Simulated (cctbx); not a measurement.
# What is wrong with this refinement?

Cell a = 5.7290 Å, b = 6.6700 Å, c = 12.5000 Å, α = 90.00°, β = 90.00°, γ = 90.00°; space group Amm2 (no. 38). The compound is Ca4Mg2SnW.

The data are simulated with cctbx, not measured: Mo Kα, λ = 0.71073 Å, to d = 0.84 Å, 80 % of the full sphere, strongest reflection 5000 counts, noise from counting, a 4 % proportional error and a noise floor of 8 counts (s.d.); no absorption, and some extinction, which the refinements don't model.

An isotropic refinement with weights 1/σ² prints:

```text
Rint 0.040, 501 unique reflections to 0.84 A
cycle     R1     wR2    GooF  max shift (A)
   1  0.4415  0.7356  14.775   0.12430
  10  0.2636  0.4970   9.981   0.01353
final R1 0.2620 wR2 0.4945 GooF 9.932  parameters 14  data/parameter 35.8
atom        x        y        z      Ueq    occ   su(xyz)  su(Uiso or U11)
W1     0.50000  0.50000  0.20754   0.0001  1.000  0.00086  0.0019
Sn1    0.50000  0.00000  0.20828   0.0044  1.000  0.00214  0.0027
Ca1    0.00000  0.27090  0.08037   0.0269  1.000  0.00589  0.0091
Ca2    0.50000  0.70618  0.37934   0.0331  1.000  0.00623  0.0097
Mg1    0.00000  0.50000  0.32973   0.0202  1.000  0.00675  0.0188
Mg2    0.00000  0.00000  0.31350   0.0192  1.000  0.00677  0.0178
difference map: max 62.97 min -24.62 rms 3.98
Q1    0.5000  0.2508  0.4573    4   68.45  1.02 A from Ca2
Q2    0.5000  0.0000  0.7061    2   60.63  0.02 A from W1
Q3    0.5000  0.0000  0.2065    2   42.22  0.02 A from Sn1
Q4    0.0000  0.2668  0.1240    4   30.71  0.55 A from Ca1
Q5    0.0000  0.2613  0.2887    4   27.40  1.67 A from Mg1
Q6    0.0000  0.0000  0.3749    2   19.95  0.77 A from Mg2
```

Q: Accept it or mend it, and why?

Mend it. The fault: start far from the minimum. Against the right model at the same level, R1 goes from 0.0265 to 0.2620 and GooF from 1.16 to 9.93 and the top difference peak, 68.5 e/Å³, lies 1.02 Å from Ca2. Least squares finds the nearest minimum, not the best. The fit had not settled when the cycles ran out.

The compound is Ca4Mg2SnW. The right model at the same level gives:

```text
Rint 0.040, 501 unique reflections to 0.84 A
cycle     R1     wR2    GooF  max shift (A)
   1  0.1239  0.2709   5.441   0.11755
   4  0.0265  0.0576   1.157   0.00042
final R1 0.0265 wR2 0.0576 GooF 1.157  parameters 14  data/parameter 35.8
atom        x        y        z      Ueq    occ   su(xyz)  su(Uiso or U11)
W1     0.50000  0.50000  0.16920   0.0039  1.000  0.00011  0.0002
Sn1    0.50000  0.00000  0.16776   0.0071  1.000  0.00021  0.0002
Ca1    0.00000  0.26439  0.07877   0.0115  1.000  0.00040  0.0005
Ca2    0.50000  0.75125  0.42048   0.0116  1.000  0.00100  0.0005
Mg1    0.00000  0.50000  0.32902   0.0141  1.000  0.00061  0.0014
Mg2    0.00000  0.00000  0.33960   0.0108  1.000  0.00052  0.0014
difference map: max 1.48 min -1.08 rms 0.21
Q1    0.5000  0.0000  0.7141    2    1.54  0.56 A from W1
Q2    0.5000  0.0000  0.6233    2    1.51  0.57 A from W1
Q3    0.4025  0.0000  0.1697    4    0.87  0.56 A from Sn1
Q4    0.2665  0.0000  0.2475    4    0.75  1.67 A from Sn1
Q5    0.0000  0.1632  0.9291    4    0.72  1.66 A from Mg1
Q6    0.0000  0.0000  0.6038    2    0.58  1.60 A from Ca1
```

This is a model crystal, built by substitution and not relaxed, with assumed displacement parameters.

[Middle refinement cycles are left out of these outputs.]

[Logs are printed without paths, hosts, clocks, repeated set-up lines and the standing remarks that a program may print on its own settings, such as how far it seeks lower states.]
